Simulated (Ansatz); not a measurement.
# What In2S (model cell, started as cuprite) distorts into, part 2 of 3

Wanted: the energy along a soft mode of In2S (model cell, started as cuprite) and the structure at the end.

Ansatz 0.2.0; DFT PBEsol, scalar-relativistic, plane waves, PAW.

So far, highest frequency on the path or at a solved wavevector (cm⁻¹): step 2 (phonons on a q mesh) 137. Also lowest frequency on the path (cm⁻¹): step 2 -235.

The structure was built from a prototype and need not be the compound's stable phase.

### Step 4. The mode frozen in, largest atomic shift 0.45 Å

The atoms are moved along the unstable eigenvector, the largest shift by 0.45 Å, with the cell fixed.

Input file input.yaml:

```yaml
crystal:
  lattice:
    - [-6.2898146533, 0.0, 0.0]
    - [0.0, -6.2898146533, -6.2898146533]
    - [0.0, -6.2898146533, 6.2898146533]
  atoms:
    - { symbol: S, position: [0.0, -0.0505894162, 0.0] }
    - { symbol: S, position: [0.0, 0.5505894162, 0.5] }
    - { symbol: S, position: [0.5, -0.0505894162, 0.5] }
    - { symbol: S, position: [0.5, 0.5505894162, 0.0] }
    - { symbol: In, position: [0.75, 0.25, 0.5] }
    - { symbol: In, position: [0.75, 0.75, 0.0] }
    - { symbol: In, position: [0.25, 1.0087599891, 0.25] }
    - { symbol: In, position: [0.25, 0.4912400109, 0.75] }
    - { symbol: In, position: [0.25, 1.0087599891, 0.75] }
    - { symbol: In, position: [0.25, 0.4912400109, 0.25] }
    - { symbol: In, position: [0.75, 0.75, 0.5] }
    - { symbol: In, position: [0.75, 0.25, 0.0] }
kpoints:
  mp_grid: { grid: [6, 4, 4] }
hamiltonian:
  xc: pbesol
scf:
  occupations: { method: methfessel_paxton, width: 0.2 }
output:
  forces: true
  stress: true
  eigenvalues: true
```

Launch:

```
> ansatz run input.yaml --threads 8 --pin off --max-ram 14336MiB --backend cpu --events-out ev --progress --plain --runs-dir out
```

Numbers of over 12 decimals in the logs are rounded to 6 here.

The program printed:

```text
[...]
Crystal: 12 atoms, lattice volume = 497.672 Å³
Basis set: ecut = 420 eV, 9757 PW (Γ), exchange–correlation on 90×120×120 points (8 copies of the dense FFT grid, shifted against one another)
Bands: 77, of which v1, the nominal top of the filled ones, is band 64 counted from 1 (63 counted from 0)
Symmetry: 8 space group operations
[...]
k-points: 36 of 96
[...]
k-point 0: bands = [... 60 lower, 2.3145, 3.1537, 3.3531, 3.7079, 3.7777, 4.4516, 4.7639, 4.7874, ... 9 higher]
  k-point 1: bands = [... 60 lower, 2.3504, 3.1252, 3.3368, 3.6414, 4.0156, 4.3098, 4.5556, 4.5989, ... 9 higher]
  k-point 2: bands = [... 60 lower, 2.5629, 2.5629, 3.8177, 3.8177, 3.8369, 3.8369, 4.3421, 4.3421, ... 9 higher]
  k-point 35: bands = [... 60 lower, 2.5277, 2.5277, 3.8576, 3.8576, 4.4259, 4.4259, 4.6813, 4.6813, ... 9 higher]
[key lines of the parts left out:]
SCF converged after 10 iterations
Free energy (F): -47737.882919 eV
Fermi energy:    3.954292 eV
P = ⅓ Tr σ = -1.0061 GPa (-10.061 kbar)
```

Elapsed: 14 s, on 8 threads of Arm Neoverse V2, shared host; peak memory 2.4 GiB; 1.7 min of CPU time.

Numbers from this step:

* pressure: -1.006 GPa
* energy from the undistorted cell: -60.54 meV/atom

The energy, extrapolated to zero smearing, is -60.54 meV/atom against the undistorted cell.

The run ends at a pressure of -1.01 GPa, with forces up to 0.55 eV/Å.

### Step 5. Energy along the mode, all amplitudes (two of the runs are shown above)

An imaginary frequency means negative curvature, so the energy should fall and then rise again as anharmonic terms take over.

Numbers from this step:

* depth at the lowest point sampled: 60.54 meV/atom
* largest atomic shift at that point: 0.45 Å

Energy from the parent against largest atomic shift:

```
largest atomic shift (Å)  energy from the parent (meV/atom)
                   0.000                                  0
                   0.040                              -1.32
                   0.080                              -4.22
                   0.140                              -11.0
                   0.220                              -23.2
                   0.320                              -40.7
                   0.450                              -60.5
                   0.600                              -59.9
```

Displacement at unit largest shift by atom:

```
atom  x (Å)   y (Å)   z (Å)   size
  S1  0.000   0.707   0.707  1.000
  S2  0.000  -0.707  -0.707  1.000
  S3  0.000   0.707   0.707  1.000
  S4  0.000  -0.707  -0.707  1.000
 In5  0.000   0.000   0.000  0.000
 In6  0.000   0.000   0.000  0.000
 In7  0.000  -0.122  -0.122  0.173
 In8  0.000   0.122   0.122  0.173
 In9  0.000  -0.122  -0.122  0.173
In10  0.000   0.122   0.122  0.173
In11  0.000   0.000   0.000  0.000
In12  0.000   0.000   0.000  0.000
```

The lowest of the steps tried is at 0.45 Å, 60.5 meV/atom below the parent; the bottom of the well need not coincide with a step.

### Step 6. Relaxing from the distorted cell

Starting from the lowest point found, all atoms and the cell are let go, so that strain and other modes of the same symmetry can join in.

Edit input.yaml of step 4 so:

```diff
@@ -28 +28,10 @@
   eigenvalues: true
+  write_density: true
+  write_potential: true
+  elf: true
+  volumetric_format: npy
+relax:
+  adjacent_minimum: "off"
+  f_tol: 0.002
+  max_steps: 120
+  cell: { stress_tol: 0.03 }
```

The program printed:

```text
[...]
Crystal: 12 atoms, lattice volume = 497.672 Å³
Basis set: ecut = 420 eV, 9757 PW (Γ), exchange–correlation on 90×120×120 points (8 copies of the dense FFT grid, shifted against one another)
Bands: 77, of which v1, the nominal top of the filled ones, is band 64 counted from 1 (63 counted from 0)
Symmetry: 8 space group operations
[...]
k-points: 36 of 96
[...]
SCF iter   1: F=—  HF=-47737.987994 eV  |F-HF|=—  |Δ(HF+E_count)|=         —  Δρ=5.79e-3  dr2=7.14e-1  ethr=1.77e-3  ⟨swp⟩=6.0  Hψ=9478  notcnv=0
[...]
SCF iter  10: F=-47737.882919 eV  HF=-47737.882919 eV  |F-HF|=3.11e-9  |Δ(HF+E_count)|=   1.54e-8  S|Δr|=    0.00e0  Δρ=1.51e-6  dr2=2.20e-8  ethr=7.81e-11  ⟨swp⟩=14.9  Hψ=19591  notcnv=0
SCF 1 converged in 10 iterations: F = -47737.882919 eV  dr2 = 2.20e-8
[...]
relax step   1: F+E_penalty+E_count = -47737.88291872 eV  Δ(F+E_penalty+E_count) = +0.000e0 eV  max|allowed force component| = 3.857e-1 eV/Å  Δτ_max = 0.0000 Å  P = -1.006 GPa  Ω = 497.672 Å³  (10 SCF iters, dr2 threshold 1.00e-7 eV, accepted)
Crystal: 12 atoms, lattice volume = 480.828 Å³
Basis set: ecut = 420 eV, 9389 PW (Γ), exchange–correlation on 90×120×120 points (8 copies of the dense FFT grid, shifted against one another)
[...]
SCF iter   8: F=-47738.495840 eV  HF=-47738.495840 eV  |F-HF|=6.43e-8  |Δ(HF+E_count)|=   8.61e-8  S|Δr|=    0.00e0  Δρ=4.81e-6  dr2=2.10e-7  ethr=9.37e-10  ⟨swp⟩=14.1  Hψ=21754  notcnv=0
the search or the solves at the SCF's close seem to have found levels that the self-consistency loop had missed (the run counts 1). By its estimate they hold under 1e-12 electrons; where the run keeps them, the occupations were computed again with them
SCF 2 converged in 8 iterations: F = -47738.495840 eV  dr2 = 2.10e-7
relax step   2: F+E_penalty+E_count = -47738.49583995 eV  Δ(F+E_penalty+E_count) = -6.129e-1 eV  max|allowed force component| = 4.795e-1 eV/Å  Δτ_max = 0.1939 Å  P = -1.029 GPa  Ω = 480.828 Å³  energy of the carried Pulay correction = +1.968e-3 eV  (8 SCF iters, dr2 threshold 1.20e-6 eV, accepted)
Crystal: 12 atoms, lattice volume = 463.676 Å³
Basis set: ecut = 420 eV, 9069 PW (Γ), exchange–correlation on 90×120×120 points (8 copies of the dense FFT grid, shifted against one another)
[...]
SCF iter   8: F=-47739.230809 eV  HF=-47739.230809 eV  |F-HF|=7.27e-8  |Δ(HF+E_count)|=   6.19e-8  S|Δr|=    0.00e0  Δρ=4.09e-6  dr2=1.60e-7  ethr=9.37e-10  ⟨swp⟩=13.5  Hψ=21264  notcnv=0
SCF 3 converged in 8 iterations: F = -47739.230809 eV  dr2 = 1.60e-7
relax step   3: F+E_penalty+E_count = -47739.23080871 eV  Δ(F+E_penalty+E_count) = -7.350e-1 eV  max|allowed force component| = 4.951e-1 eV/Å  Δτ_max = 0.1929 Å  P = -1.129 GPa  Ω = 463.676 Å³  energy of the carried Pulay correction = +4.082e-3 eV  (8 SCF iters, dr2 threshold 1.20e-6 eV, accepted)
[... from here on, the SCF cycles and remarks between the steps are left out ...]
relax step   4: F+E_penalty+E_count = -47740.01846620 eV  Δ(F+E_penalty+E_count) = -7.877e-1 eV  max|allowed force component| = 4.401e-1 eV/Å  Δτ_max = 0.1946 Å  P = -1.139 GPa  Ω = 443.107 Å³  energy of the carried Pulay correction = +6.778e-3 eV  (7 SCF iters, dr2 threshold 1.20e-6 eV, accepted)
relax step   5: F+E_penalty+E_count = -47740.84580183 eV  Δ(F+E_penalty+E_count) = -8.273e-1 eV  max|allowed force component| = 7.271e-1 eV/Å  Δτ_max = 0.1770 Å  P = -0.948 GPa  Ω = 412.703 Å³  energy of the carried Pulay correction = +1.113e-2 eV  (7 SCF iters, dr2 threshold 1.20e-6 eV, accepted)
relax step   6: F+E_penalty+E_count = -47742.01072962 eV  Δ(F+E_penalty+E_count) = -1.165e0 eV  max|allowed force component| = 5.585e-1 eV/Å  Δτ_max = 0.1531 Å  P = -0.358 GPa  Ω = 386.724 Å³  energy of the carried Pulay correction = +1.524e-2 eV  (7 SCF iters, dr2 threshold 1.20e-6 eV, accepted)
relax step   7: F+E_penalty+E_count = -47742.61274652 eV  Δ(F+E_penalty+E_count) = -6.020e-1 eV  max|allowed force component| = 3.927e-1 eV/Å  Δτ_max = 0.1605 Å  P = +1.813 GPa  Ω = 368.566 Å³  energy of the carried Pulay correction = +1.837e-2 eV  (7 SCF iters, dr2 threshold 1.20e-6 eV, accepted)
relax step   8: F+E_penalty+E_count = -47742.86894790 eV  Δ(F+E_penalty+E_count) = -2.562e-1 eV  max|allowed force component| = 8.899e-1 eV/Å  Δτ_max = 0.1073 Å  P = +0.148 GPa  Ω = 369.074 Å³  energy of the carried Pulay correction = +1.828e-2 eV  (6 SCF iters, dr2 threshold 1.20e-6 eV, accepted)
relax step   9: F+E_penalty+E_count = -47743.04118835 eV  Δ(F+E_penalty+E_count) = -1.722e-1 eV  max|allowed force component| = 3.653e-1 eV/Å  Δτ_max = 0.0724 Å  P = -0.769 GPa  Ω = 381.964 Å³  energy of the carried Pulay correction = +1.604e-2 eV  (6 SCF iters, dr2 threshold 1.20e-6 eV, accepted)
relax step  10: F+E_penalty+E_count = -47743.30307472 eV  Δ(F+E_penalty+E_count) = -2.619e-1 eV  max|allowed force component| = 3.538e-1 eV/Å  Δτ_max = 0.1950 Å  P = +0.183 GPa  Ω = 369.964 Å³  energy of the carried Pulay correction = +1.812e-2 eV  (6 SCF iters, dr2 threshold 1.20e-6 eV, accepted)
relax step  11: F+E_penalty+E_count = -47743.44588662 eV  Δ(F+E_penalty+E_count) = -1.428e-1 eV  max|allowed force component| = 1.302e-1 eV/Å  Δτ_max = 0.1946 Å  P = -0.148 GPa  Ω = 367.952 Å³  energy of the carried Pulay correction = +1.848e-2 eV  (6 SCF iters, dr2 threshold 1.20e-6 eV, accepted)
relax step  12: F+E_penalty+E_count = -47743.50545004 eV  Δ(F+E_penalty+E_count) = -5.956e-2 eV  max|allowed force component| = 1.769e-1 eV/Å  Δτ_max = 0.1967 Å  P = -0.094 GPa  Ω = 361.012 Å³  energy of the carried Pulay correction = +1.974e-2 eV  (7 SCF iters, dr2 threshold 1.06e-6 eV, accepted)
relax step  13: F+E_penalty+E_count = -47743.52704440 eV  Δ(F+E_penalty+E_count) = -2.159e-2 eV  max|allowed force component| = 3.552e-2 eV/Å  Δτ_max = 0.0318 Å  P = +0.059 GPa  Ω = 358.985 Å³  energy of the carried Pulay correction = +2.012e-2 eV  (6 SCF iters, dr2 threshold 1.20e-6 eV, accepted)
relax step  14: F+E_penalty+E_count = -47743.52845036 eV  Δ(F+E_penalty+E_count) = -1.406e-3 eV  max|allowed force component| = 1.068e-2 eV/Å  Δτ_max = 0.0095 Å  P = +0.009 GPa  Ω = 358.731 Å³  energy of the carried Pulay correction = +2.016e-2 eV  (6 SCF iters, dr2 threshold 7.88e-8 eV, accepted)
relax step  15: F+E_penalty+E_count = -47743.52865489 eV  Δ(F+E_penalty+E_count) = -2.045e-4 eV  max|allowed force component| = 2.542e-3 eV/Å  Δτ_max = 0.0064 Å  P = -0.012 GPa  Ω = 358.450 Å³  energy of the carried Pulay correction = +2.021e-2 eV  (6 SCF iters, dr2 threshold 7.13e-9 eV, accepted)
relax step  16: F+E_penalty+E_count = -47743.52869082 eV  Δ(F+E_penalty+E_count) = -3.593e-5 eV  max|allowed force component| = 1.144e-3 eV/Å  Δτ_max = 0.0005 Å  P = -0.016 GPa  Ω = 358.422 Å³  energy of the carried Pulay correction = +2.022e-2 eV  (6 SCF iters, dr2 threshold 4.04e-10 eV, accepted)
relax step  17: F+E_penalty+E_count = -47743.54116717 eV  Δ(F+E_penalty+E_count) = -1.248e-2 eV  max|allowed force component| = 1.185e-3 eV/Å  Δτ_max = 0.0000 Å  P = +0.070 GPa  Ω = 358.422 Å³  stress off target by 2.84e-1 GPa  SCF on the basis re-selected at this cell (its energy is not comparable with the rows above)  (7 SCF iters)
relax step  18: F+E_penalty+E_count = -47743.54388939 eV  Δ(F+E_penalty+E_count) = -2.722e-3 eV  max|allowed force component| = 8.181e-3 eV/Å  Δτ_max = 0.0103 Å  P = -0.009 GPa  Ω = 358.502 Å³  energy of the carried Pulay correction = -2.410e-5 eV  (6 SCF iters, dr2 threshold 2.02e-7 eV, accepted)
relax step  19: F+E_penalty+E_count = -47743.54426628 eV  Δ(F+E_penalty+E_count) = -3.769e-4 eV  max|allowed force component| = 1.723e-3 eV/Å  Δτ_max = 0.0108 Å  P = +0.028 GPa  Ω = 357.555 Å³  energy of the carried Pulay correction = +1.295e-4 eV  (7 SCF iters, dr2 threshold 4.18e-9 eV, accepted)
relax step  20: F+E_penalty+E_count = -47743.54413910 eV  Δ(F+E_penalty+E_count) = +1.272e-4 eV  max|allowed force component| = 1.087e-2 eV/Å  Δτ_max = 0.0026 Å  P = -0.020 GPa  Ω = 357.978 Å³  energy of the carried Pulay correction = +5.939e-5 eV  (6 SCF iters, dr2 threshold 2.93e-9 eV, rejected (line search))
relax step  21: F+E_penalty+E_count = -47743.54425558 eV  Δ(F+E_penalty+E_count) = +1.070e-5 eV  max|allowed force component| = 3.673e-4 eV/Å  Δτ_max = 0.0002 Å  P = +0.004 GPa  Ω = 357.767 Å³  energy of the carried Pulay correction = +9.398e-5 eV  (8 SCF iters, accepted)
[...]
SCF iter   4: F=-47743.544186 eV  HF=-47743.544186 eV  |F-HF|=1.46e-11  |Δ(HF+E_count)|=  4.37e-10  S|Δr|=    0.00e0  Δρ=6.44e-8  dr2=1.77e-11  ethr=1.00e-12  ⟨swp⟩=7.4  Hψ=16509  notcnv=0
SCF 22 converged in 4 iterations: F = -47743.544186 eV  dr2 = 1.77e-11
relax step  22: F+E_penalty+E_count = -47743.54418640 eV  Δ(F+E_penalty+E_count) = +6.918e-5 eV  max|allowed force component| = 3.296e-4 eV/Å  Δτ_max = 0.0000 Å  P = +0.003 GPa  Ω = 357.767 Å³  stress off target by 5.09e-3 GPa  SCF on the basis re-selected at this cell (its energy is not comparable with the rows above)  (4 SCF iters)
basis re-selected at this cell: Δ(F+E_penalty+E_count) = +6.918e-5 eV, ΔP = -0.000 GPa vs the last step (what re-selecting the basis moved, of the pressure what is left beyond the Pulay correction that the steps carried, after the strain that the cell walked since its last selection, with what the two solves' SCF thresholds leave and, on support functions, any second-order correction that the steps lacked; it is no m [...]
SCF converged after 4 iterations
[...]
Free energy (F): -47743.544186 eV
[...]
Internal energy: -47743.531557 eV  (E = F + TS)
E sigma→0 (E₀):  -47743.541029 eV
Entropy (-TS):   -0.012629 eV (-1.052 meV/atom)
Fermi energy:    6.507347 eV
[...]
--- Forces (eV/Å), atoms counted from 1 ---
  atom   1  S      0.00008338     0.00005006     0.00005006
  atom   2  S      0.00008338    -0.00005006    -0.00005006
  atom   3  S     -0.00008338     0.00005006     0.00005006
  atom   4  S     -0.00008338    -0.00005006    -0.00005006
  atom   5  In    -0.00000000     0.00000000     0.00000000
  atom   6  In     0.00000000     0.00000000     0.00000000
  atom   7  In    -0.00000000     0.00032960     0.00032960
  atom   8  In     0.00000000    -0.00032960    -0.00032960
  atom   9  In     0.00000000     0.00032960     0.00032960
  atom  10  In    -0.00000000    -0.00032960    -0.00032960
  atom  11  In     0.00000000     0.00000000     0.00000000
  atom  12  In    -0.00000000     0.00000000     0.00000000
  max |Σ_I F_I| component: 4.34e-18 eV/Å
--- Stress (GPa, compression-positive) ---
        0.001061      -0.000000       0.000000
       -0.000000       0.004424       0.000664
        0.000000       0.000664       0.004424
  P = ⅓ Tr σ = 0.0033 GPa (0.033 kbar)
--- Band table (eV; the first three rows and the last of 36) ---
  k-point 0: bands = [... 60 lower, 4.7273, 5.1698, 5.4021, 5.9141, 6.1758, 7.1343, 7.5517, 7.6662, ... 9 higher]
  k-point 1: bands = [... 60 lower, 5.0476, 5.3747, 5.6107, 5.7741, 6.4778, 7.2272, 7.5521, 7.8302, ... 9 higher]
  k-point 2: bands = [... 60 lower, 5.3035, 5.3035, 5.8669, 5.8669, 6.9940, 6.9940, 7.8277, 7.8277, ... 9 higher]
  k-point 35: bands = [... 60 lower, 5.1570, 5.1570, 6.3000, 6.3000, 7.8922, 7.8922, 8.1090, 8.1090, ... 9 higher]
--- Relaxed structure (20 steps of the walk, 19 accepted, 2 SCFs on fresh bases) ---
  F+E_penalty+E_count = -47743.54418640 eV   max|allowed force component| = 3.296e-4 eV/Å   (the final SCF, on the basis selected at the relaxed cell)
  cell:  # Å, volume = 357.7674 Å³
    - [-5.421242, 0, 0]
    - [0, -7.457950, -7.457950]
    - [0, -4.424381, 4.424381]
  atoms:
    - { symbol: S, position: [-0.016337, -0.016765, 0.0] }
    - { symbol: S, position: [-0.016337, 0.516765, 0.500000] }
    - { symbol: S, position: [0.516337, -0.016765, 0.500000] }
    - { symbol: S, position: [0.516337, 0.516765, 0.0] }
    - { symbol: In, position: [0.75, 0.25, 0.5] }
    - { symbol: In, position: [0.75, 0.750000, 0.0] }
    - { symbol: In, position: [0.25, 1.113092, 0.250000] }
    - { symbol: In, position: [0.25, 0.386908, 0.750000] }
    - { symbol: In, position: [0.25, 1.113092, 0.750000] }
    - { symbol: In, position: [0.25, 0.386908, 0.25] }
    - { symbol: In, position: [0.75, 0.75, 0.500000] }
    - { symbol: In, position: [0.75, 0.250000, 0.0] }
```

Run time: 5.6 min. Hardware: 8 threads; peak memory 2.6 GiB; 43 min of CPU time.

Step by step:

```
step  energy less that of the first step (eV)  largest force component (eV/Å)  pressure (GPa)  volume (Å³)
   1                                   0.0000                          0.3857           -1.01       497.67
   2                                  -0.6129                          0.4795           -1.03       480.83
   3                                  -1.3479                          0.4951           -1.13       463.68
   4                                  -2.1355                          0.4401           -1.14       443.11
   5                                  -2.9629                          0.7271           -0.95       412.70
   6                                  -4.1278                          0.5585           -0.36       386.72
   7                                  -4.7298                          0.3927            1.81       368.57
   8                                  -4.9860                          0.8899            0.15       369.07
   9                                  -5.1583                          0.3653           -0.77       381.96
  10                                  -5.4202                          0.3538            0.18       369.96
  11                                  -5.5630                          0.1302           -0.15       367.95
  12                                  -5.6225                          0.1769           -0.09       361.01
  13                                  -5.6441                          0.0355            0.06       358.98
  14                                  -5.6455                          0.0107            0.01       358.73
  15                                  -5.6457                          0.0025           -0.01       358.45
  16                                  -5.6458                          0.0011           -0.02       358.42
 17*                                  -5.6582                          0.0012            0.07       358.42
  18                                  -5.6610                          0.0082           -0.01       358.50
  19                                  -5.6613                          0.0017            0.03       357.55
  20                                  -5.6612                          0.0109           -0.02       357.98
  21                                  -5.6613                          0.0004            0.00       357.77
 22*                                  -5.6613                          0.0003            0.00       357.77
```

Relaxation steps marked * repeat the geometry before them on a plane-wave basis chosen anew for their cell, so energy and pressure can jump there. Relaxation step 20 was tried and not accepted.

The run keeps the 8 symmetry operations that it works with, so distortions that break them were not tested.

```
     cell as run  before   after   change
           a (Å)   6.290   5.421  -13.8 %
           b (Å)   8.895  10.547  +18.6 %
           c (Å)   8.895   6.257  -29.7 %
volume (Å³/atom)   41.47   29.81  -28.1 %
```

The atoms that moved most (Å, as changes of fractional coordinates times the final cell):

```
atom      dx      dy      dz  length
 In8   0.000   0.778   0.778   1.100
In10   0.000   0.778   0.778   1.100
 In9   0.000  -0.778  -0.778   1.100
 In7   0.000  -0.778  -0.778   1.100
  S2   0.089   0.252   0.252   0.368
  S1   0.089  -0.252  -0.252   0.368
  S3  -0.089  -0.252  -0.252   0.368
  S4  -0.089   0.252   0.252   0.368
```

The relaxed structure:

```xyz
12
Lattice="-5.4212 0.0000 0.0000 0.0000 -7.4579 -7.4579 0.0000 -4.4244 4.4244" Properties=species:S:1:pos:R:3 pbc="T T T"
S     0.0886    0.1250    0.1250
S     0.0886   -6.0662   -1.6418
S    -2.7992   -2.0872    2.3372
S    -2.7992   -3.8540   -3.8540
In   -4.0659   -4.0767    0.3477
In   -4.0659   -5.5935   -5.5935
In   -1.3553   -9.4075   -7.1953
In   -1.3553   -6.2038    0.4327
In   -1.3553  -11.6197   -4.9831
In   -1.3553   -3.9916   -1.7794
In   -4.0659   -7.8057   -3.3813
In   -4.0659   -1.8645   -1.8645
```

Numbers from this step:

| Item | Value |
| --- | --- |
| pressure | 0.003303 GPa |
| volume per atom | 29.81 Å³ |

(Part 2 of 3 ends here.)

[Logs are printed without paths, hosts, clocks, repeated set-up lines and the standing remarks that a program may print on its own settings, such as how far it seeks lower states.]

[Hosts, paths, dates, database ids (printed as entryN), source tags and the programs' standing remarks are cut or masked in the printed files.]
